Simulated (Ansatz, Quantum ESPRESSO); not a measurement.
# LiCl (Fm-3m): Raman and infrared activity, part 3 of 3

Aim: Raman and infrared lines of LiCl (Fm-3m).

Quantum ESPRESSO 8.0 development, patched; DFT LDA, scalar-relativistic, plane waves, PseudoDojo norm-conserving pseudopotentials.

So far. Step 5 (Zone-centre response): The acoustic modes at Γ come out as far as 1.0 cm⁻¹ from zero, where they should vanish, a small numerical error; the Born charges miss their sum rule by 3.0e-4 e, which is good. Step 6 (Zone-centre analysis): The rule moves no optical mode by more than 0.1 cm⁻¹. The relaxed cell has a = 4.965 Å (conventional setting).

The database entry behind the starting cell differs from later determinations by our own check (0.1 to 0.3 % short, probably kX units), so it need not match the best structure at ambient conditions.

## (8) Sum rules set otherwise: a sum rule for molecules or wires on a crystal

This rule also removes rotations, which suits wires and not a crystal; it is tried to see the harm.

dynmat.in reads:

```
 &input
    fildyn='g.dyn',
    asr='one-dim',
    fileig='dynmat.eig',
    lperm=.true.,
 /
```

The run is started by

```
$ dynmat.x -in dynmat.in > dynmat.out
```

What it wrote:

```text
[banner, memory and clock lines left out]
Program DYNMAT v.8.0dev

     Reading Dynamical Matrix from file g.dyn
     ...Force constants read
     ...epsilon and Z* read
     ...Raman cross sections read
asr rotation axis in 1D system=    3
     For the rotational sum rules    1 atoms are taken in another cell, next to their neighbours
     Acoustic Sum Rule: || Z*(ASR) - Z*(orig)|| =    3.780866E-04
     Acoustic Sum Rule: ||dyn(ASR) - dyn(orig)||=    8.245471E-06
     Message from routine dynmat:
     WARNING: the charges keep any dipole. Ignore the strengths of the modes set to zero; with q typed a rigid rotation may get a frequency
     A direction for q was not specified:TO-LO splitting will be absent

     Polarizability (A^3 units)
     multiply by 0.578273 for Clausius-Mossotti correction (not under assume_isolated = 'mt')
         5.326170    0.000000    0.000000
         0.000000    5.326170    0.000000
        -0.000000    0.000000    5.326170

     IR activities are in (D/A)^2/amu units

# mode   [cm-1]    [THz]      IR
    1     -0.00   -0.0000    0.0000
    2     -0.00   -0.0000    0.0000
    3      0.00    0.0000    0.0000
    4    228.49    6.8501    5.4064
    5    228.49    6.8501    5.4064
    6    228.49    6.8501    5.4064

Electronic dielectric permittivity tensor (relative, adimensional)
         3.187866    0.000000    0.000000
         0.000000    3.187866    0.000000
        -0.000000    0.000000    3.187866

 ... with zone-center polar mode contributions
        10.407420    0.000000   -0.000000
         0.000000   10.407420    0.000000
        -0.000000    0.000000   10.407420
```

The job ended after 0.57 s (1 thread of Intel Xeon Platinum 8375C at 2.90GHz (Ice Lake), shared host).

The run ended normally, but on settings that are not sound.

The fault: a sum rule for molecules or wires on a crystal; here no optical mode moves by more than 0.1 cm⁻¹.

Zone-centre frequencies as printed; negative means imaginary. Modes:

```
mode  frequency (cm⁻¹)
   1                 0
   2                 0
   3                 0
   4             228.5
   5             228.5
   6             228.5
```

## (9) Modes along a direction of q (1 0 0)

A longitudinal polar mode sets up a macroscopic field that stiffens it; the term hangs on the direction from which q goes to zero.

dynmat.in reads:

```
 &input
    fildyn='g.dyn',
    asr='simple',
    fileig='dynmat.eig',
    q(1)=1.0,
    q(2)=0.0,
    q(3)=0.0,
 /
```

The run is started by

```
$ dynmat.x -in dynmat.in > dynmat.out
```

What it wrote:

```text
[banner, memory and clock lines left out]
Program DYNMAT v.8.0dev

     Reading Dynamical Matrix from file g.dyn
     ...Force constants read
     ...epsilon and Z* read
     ...Raman cross sections read

     Polarizability (A^3 units)
     multiply by 0.578273 for Clausius-Mossotti correction (not under assume_isolated = 'mt')
         5.326170    0.000000    0.000000
         0.000000    5.326170    0.000000
        -0.000000    0.000000    5.326170

     IR activities are in (D/A)^2/amu units

# mode   [cm-1]    [THz]      IR
    1     -0.00   -0.0000    0.0000
    2     -0.00   -0.0000    0.0000
    3      0.00    0.0000    0.0000
    4    228.50    6.8502    5.4064
    5    228.50    6.8502    5.4064
    6    412.86   12.3771    5.4064
```

The job ended after 0.57 s (1 thread).

Numbers from this step:

```
highest mode moved by the LO-TO term : 412.9 cm⁻¹
```

Zone-centre frequencies as printed; negative means imaginary. Modes:

```
mode  frequency (cm⁻¹)
   1                 0
   2                 0
   3                 0
   4             228.5
   5             228.5
   6             412.9
```

The field moves one mode, from 228 to 413 cm⁻¹; the others stay.

## (10) A second program

A second program on the same cell, potentials, cutoff and meshes tests the implementation of the phonon response, not its convergence. Its field response is summed in its own way. Its k mesh is centred on Γ.

This step: DFT LDA, scalar-relativistic, plane waves, PseudoDojo norm-conserving pseudopotentials (Ansatz 0.2.0).

input.yaml reads:

```yaml
crystal:
  lattice:
    - [-2.4823218635, 0.0, 2.4823218635]
    - [0.0, 2.4823218635, 2.4823218635]
    - [-2.4823218635, 2.4823218635, 0.0]
  atoms:
    - { symbol: Li, position: [0.0, 0.0, 0.0] }
    - { symbol: Cl, position: [0.5, 0.5, 0.5] }
kpoints:
  mp_grid: { grid: [8, 8, 8] }
hamiltonian:
  xc: lda
  pseudopotentials: { kind: nc, accuracy: standard }
scf:
  occupations: { method: fixed }
output:
  eigenvalues: true
basis:
  ecutwfc: 1006.821
phonons:
  method: dfpt
  dielectric: true
  rigid_motions: translations
  raman: true
```

The run is started by

```
$ ansatz run input.yaml --threads 2 --pin off --max-ram 4096MiB --backend cpu --events-out ev --progress --plain --runs-dir out
```

What it wrote:

```text
Warning: basis.ecutwfc = 1006.821 eV is below the records' recommended 1006.821291 eV, and the density's cutoff is lower with it unless basis.ecutrho_ratio is high enough to keep the records' density cutoff: compare with a run at a higher cutoff
Engine: ansatz 0.2.0, x86_64-unknown-linux-gnu
Pseudopotentials: kind: nc
Pseudopotential: Li, nc, valence charge 3, recommended cutoff 1006.821291 eV (normal), Li.nc.azcp (PseudoDojo's, or run here from an input of PseudoDojo's; its table is named by hamiltonian.pseudopotentials.accuracy)
Pseudopotential: Cl, nc, valence charge 7, recommended cutoff 761.918815 eV (normal), Cl.nc.azcp (PseudoDojo's, or run here from an input of PseudoDojo's; its table is named by hamiltonian.pseudopotentials.accuracy)
Functional definition: SPW92
  exchange = slater_x
  correlation = pw_c
Crystal: 2 atoms, lattice volume = 30.592 Å³
Basis set: ecut = 1006.821 eV, 2229 PW (Γ), exchange–correlation on 80×80×80 points (8 copies of the dense FFT grid, shifted against one another)
Bands: 9, of which v1, the nominal top of the filled ones, is band 5 counted from 1 (4 counted from 0)
Symmetry: 48 space group operations
k-points: 59 of 512 (irreducible under 8 space group operations, time reversal used)
Non-local potential: Li, projectors of the file, l = 0: 2, l = 1: 2
Non-local potential: Cl, projectors of the file, l = 0: 2, l = 1: 2, l = 2: 2
Initial density: superposition of atomic densities (chi_scale 0.1, normalization cell, long waves kept (reshape's long-wave potential 0.00 eV rms))
Initial wavefunctions: pseudopotential atomic-orbital guess
Functional: x = slater, c = lda
SCF iter   1: F=—  HF=-643.813011 eV  |F-HF|=—  |Δ(HF+E_count)|=         —  Δρ=3.71e-2  dr2=2.30e-1  ethr=3.10e-3  ⟨swp⟩=5.0  Hψ=3522  notcnv=0  defer=74
preconditioner: auto → none  [insulator: Δε(μ)=6.265 eV  Ē_g=14.121 eV  n_scr=8 (ndim 8)  ℏωp=19.0 eV  f_vac=0.000  ε∞_Penn≈2.8]
SCF iter   2: F=—  HF=-643.694753 eV  |F-HF|=—  |Δ(HF+E_count)|=   1.18e-1  Δρ=1.43e-2  dr2=3.86e-2  ethr=2.30e-3  ⟨swp⟩=2.6  Hψ=1148  notcnv=0  defer=109
SCF iter   3: F=—  HF=-643.674874 eV  |F-HF|=—  |Δ(HF+E_count)|=   1.99e-2  Δρ=2.62e-3  dr2=1.47e-3  ethr=3.86e-4  ⟨swp⟩=2.1  Hψ=955  notcnv=0  defer=113
SCF iter   4: F=—  HF=-643.674399 eV  |F-HF|=—  |Δ(HF+E_count)|=   4.76e-4  Δρ=9.93e-4  dr2=5.37e-5  ethr=1.47e-5  ⟨swp⟩=3.5  Hψ=967  notcnv=0  defer=113
SCF iter   5: F=—  HF=-643.674401 eV  |F-HF|=—  |Δ(HF+E_count)|=   2.24e-6  Δρ=2.70e-5  dr2=6.94e-8  ethr=5.37e-7  ⟨swp⟩=1.3  Hψ=551  notcnv=0  defer=111
SCF iter   6: F=—  HF=-643.674407 eV  |F-HF|=—  |Δ(HF+E_count)|=   5.73e-6  Δρ=2.70e-6  dr2=1.47e-9  ethr=6.94e-10  ⟨swp⟩=2.7  Hψ=871  notcnv=0  defer=24
SCF iter   7: F=-643.674407 eV  HF=-643.674407 eV  |F-HF|=4.43e-12  |Δ(HF+E_count)|=  3.44e-10  Δρ=1.93e-7  dr2=7.03e-12  ethr=1.00e-12  ⟨swp⟩=9.7  Hψ=4227  notcnv=0
SCF 1 converged in 7 iterations: F = -643.674407 eV  dr2 = 7.03e-12
DFPT response loops at Γ: preconditioner auto → none (the input reference at scf.mixing.eps_inf says where Resta's filter doesn't serve); β = 0.50; Broyden in place of MSR1
── the response to a field inside a basis, on 8×8×8 k-points: an SCF that follows is theirs, and a resumed run solves both again ──
Bands: 6, of which v1, the nominal top of the filled ones, is band 5 counted from 1 (4 counted from 0)
k-points: 60 of 512 (irreducible under 12 space group operations)
Initial density: handed on by an earlier stage of this run
Initial wavefunctions: pseudopotential atomic-orbital guess (no wavefunctions were taken with the density)
Eigensolver: Dense (60 Hₖ)
SCF iter   1: F=—  HF=-643.673801 eV  |F-HF|=—  |Δ(HF+E_count)|=         —  Δρ=7.03e-5  dr2=1.05e-7  ethr=1.00e-1
preconditioner: auto → none  [insulator: Δε(μ)=6.562 eV  Ē_g=12.400 eV  n_scr=8 (ndim 8)  ℏωp=19.0 eV  f_vac=0.000  ε∞_Penn≈3.3]
SCF iter   2: F=—  HF=-643.673801 eV  |F-HF|=—  |Δ(HF+E_count)|=   1.92e-7  Δρ=3.52e-5  dr2=2.60e-8  ethr=1.05e-9
SCF iter   3: F=-643.673801 eV  HF=-643.673801 eV  |F-HF|=6.82e-12  |Δ(HF+E_count)|=   6.49e-8  Δρ=2.41e-7  dr2=1.39e-11  ethr=2.60e-10
SCF 1 converged in 3 iterations: F = -643.673801 eV  dr2 = 1.39e-11
DFPT response loops at Γ: mixed as the last ones told, above
DFPT response loops at Γ: mixed as the last ones told, above
DFPT response loops at Γ: mixed as the last ones told, above
SCF converged after 7 iterations
Free energy (F): -643.674407 eV
Harris-Foulkes:  -643.674407 eV  (|F-HF|=4.43e-12)
Internal energy: -643.674407 eV  (E = F + TS)
E sigma→0 (E₀):  -643.674407 eV
Fermi energy:    2.353164 eV
--- Per-component energies (eV) ---
  E_band       = -96.208668
  E_kinetic    = 292.558516
  E_local      = -352.975621  (includes V_loc(G=0)·N_el)
  E_nonlocal   = -60.331174
  E_hartree    = 95.230726
  E_xc         = -166.136830
  E_vxc        = -165.921871  (∫ρ·V_xc dr)
  E_ewald      = -452.020024
  E_smearing   = -0.000000  (= −TS)
  E_closure    = 0.000000  (closes the sum)
  Σ components = -643.674407   (vs F -643.674407, Δ=0.00e0)
--- Band table (eV; the first three rows and the last of 59) ---
  k-point 0: bands = ["-39.9532", "-11.3661", "2.3532", "2.3532", "2.3532", "8.9503", "13.9936", "13.9936", "13.9936"]
  k-point 1: bands = ["-39.9524", "-11.2722", "1.7324", "2.3035", "2.3035", "9.4109", "13.2764", "13.9501", "13.9501"]
  k-point 2: bands = ["-39.9505", "-11.0301", "0.4962", "2.1914", "2.1914", "9.5850", "12.7870", "12.7870", "13.4702"]
  k-point 58: bands = ["-39.9461", "-10.3058", "-1.1198", "1.0172", "1.0172", "10.1432", "10.1472", "15.3117", "16.8442"]
--- Phonons (Γ-DFPT): 2 representative perturbations + reference, on 59 of 512 k-points (Σ response iterations 6) ---
  k mesh reduced under 8 symmetry operations, with k and −k counted as one. Each operation leaves every solved perturbation unchanged. A smaller set is not considered because the run solves the response to a homogeneous field
  ASR residual: 3.734e-4 → 0.000e0 eV/Å²; symmetrization residual: 4.333e-8 eV/Å²
  ASR residual per site (eV/Å²): 2.02e-5 3.73e-4
  Γ frequencies (cm⁻¹): 0.00 0.00 0.00 228.54 228.54 228.54
  ε∞ (high-frequency dielectric tensor):
        3.185943     0.000000     0.000000
        0.000000     3.185943    -0.000000
       -0.000000    -0.000000     3.185943
  ε⁰ (static dielectric tensor: ions relaxed, cell fixed):
       10.399618    -0.000000    -0.000000
       -0.000000    10.399618    -0.000000
       -0.000000    -0.000000    10.399618
  ε⁰ − ε∞ (ionic part):
        7.213675    -0.000000    -0.000000
       -0.000000     7.213675    -0.000000
       -0.000000    -0.000000     7.213675
  softest optical mode at Γ: 228.54 cm⁻¹; the repairs (sum rule, projections) moved no ω² at Γ by more than (1.70 cm⁻¹)²
  Born effective charges Z* (e; rows j = field, columns β = displacement):
    site 0:
         1.16596    0.00000   -0.00000
        -0.00000    1.16596    0.00000
         0.00000    0.00000    1.16596
    site 1:
        -1.16596   -0.00000    0.00000
         0.00000   -1.16596    0.00000
        -0.00000   -0.00000   -1.16596
  Z* charge neutrality: 2.630e-5 e pre-enforcement
  k-mesh period / interband length: 28.1 Å / 1.34 Å = 20.92 at k = (0.0000, 0.0000, -0.5000), direct gap 6.797 eV — 14 or more, which is no proof of convergence
  Raman tensors (in the event stream and the table raman_tensors.tsv): an entry may err by 3.2e-4 Å², one of the second-order susceptibility by 3.1e-20 pm/V (basis, points and sum rule); their sum over the sites missed zero by 2.883e-21 Å² ahead of its enforcement
  optical modes at Γ without the LO–TO term, one row a degenerate level:
      ω (cm⁻¹)  modes    IR ((D/Å)²/amu)  static Raman (Å⁴/amu)  depolarisation
        228.54      3            16.2119                 0.0000               —
  optical modes at Γ + LO–TO along q̂ = [1.0000, 0.0000, 0.0000]:
      ω (cm⁻¹)  modes    IR ((D/Å)²/amu)  static Raman (Å⁴/amu)  depolarisation
        228.54      2            10.8080                 0.0000               —
        412.90      1             5.4040                 0.0000               —
  optical modes at Γ + LO–TO along q̂ = [0.0000, 1.0000, 0.0000]:
      ω (cm⁻¹)  modes    IR ((D/Å)²/amu)  static Raman (Å⁴/amu)  depolarisation
        228.54      2            10.8080                 0.0000               —
        412.90      1             5.4040                 0.0000               —
  optical modes at Γ + LO–TO along q̂ = [0.0000, 0.0000, 1.0000]:
      ω (cm⁻¹)  modes    IR ((D/Å)²/amu)  static Raman (Å⁴/amu)  depolarisation
        228.54      2            10.8080                 0.0000               —
        412.90      1             5.4040                 0.0000               —
```

It took 47 s on 2 threads; peak memory 0.65 GiB.

Numbers from this step:

```
sum-rule residual before enforcement    : 3.73e-4 eV/Å²
miss of the charge sum rule             : 2.63e-5 e
mean high-frequency dielectric constant : 3.186
mean static dielectric constant         : 10.40
```

Transverse modes. Lines of the infrared spectrum (strongest = 100):

```
position (cm⁻¹)  label  IR intensity ((D/Å)²/amu), degenerate modes summed, relative
            228    T1u                                                           100
```

## (11) The two compared: QE PseudoDojo and Ansatz, PseudoDojo

Worked out from the results:

- root-mean-square difference: 0.04 cm⁻¹
- largest difference: 0.04 cm⁻¹

Frequencies side by side, by row:

```
q (reciprocal lattice)  mode  QE PseudoDojo (cm⁻¹)  Ansatz, PseudoDojo (cm⁻¹)
                 0 0 0     1                     0                          0
                 0 0 0     2                     0                          0
                 0 0 0     3                     0                          0
                 0 0 0     4                 228.5                      228.5
                 0 0 0     5                 228.5                      228.5
                 0 0 0     6                 228.5                      228.5
```

The two runs side by side. Further quantities:

```
                                                                               quantity  QE PseudoDojo  Ansatz, PseudoDojo
                                                                                mean ε∞          3.188               3.186
largest Born charge in size (e; the first before, the second after the charge sum rule)          1.166               1.166
                                                       summed IR intensity ((D/Å)²/amu)          16.22               16.21
```

At the zone centre the largest difference (acoustic modes at Γ apart) is 0.02 % of the highest mode.

## (12) What came out

```
space group after relaxation                                           : Fm-3m
volume per atom                                                        : 15.3 Å³
gap on the k-mesh                                                      : 6.49 eV
highest optical zone-centre mode (no LO-TO term)                       : 228.5 cm⁻¹
highest mode moved by the LO-TO term                                   : 412.9 cm⁻¹
mean high-frequency dielectric constant                                : 3.19
largest Born charge in size (third of the trace)                       : 1.17 e
mean static dielectric constant                                        : 10.4
imaginary optical modes at the zone centre (no q mesh in this session) : none
largest difference from Ansatz, PseudoDojo                             : 0.04 cm⁻¹
```

**Reading.** No mode is Raman active in this structure; the strongest infrared line lies at 228 cm⁻¹. At the LDA level the optical modes of LiCl (Fm-3m) at the zone centre (no LO-TO term) lie at 228 cm⁻¹. Along the directions run, the highest mode that the macroscopic field moves lies at 413 cm⁻¹. Lattice motion raises the mean dielectric constant from 3.188 to 10.41. The Born charge of Cl is -1.166 e against a formal charge of -1, somewhat above it. The Lyddane-Sachs-Teller relation holds: (ωLO/ωTO)² is 3.26 and ε₀/ε∞ is 3.26. QE PseudoDojo and Ansatz, PseudoDojo agree to 0.04 cm⁻¹ (0.02 % of the highest mode compared) on all solved modes but the acoustic ones at Γ, without the LO-TO term. These are harmonic frequencies at zero temperature: anharmonic shifts and linewidths and thermal expansion are left out. The build is a development version in which the Raman tensors of release 7.5 are mended; dynmat.x leaves out the electro-optic term of LO lines.

[Host names and launcher messages were left out of these logs when they were recorded.]

[Logs are printed without paths, hosts, clocks, repeated set-up lines and the standing remarks that a program may print on its own settings, such as how far it seeks lower states.]

[Hosts, paths, dates, database ids (printed as entryN), source tags and the programs' standing remarks are cut or masked in the printed files.]
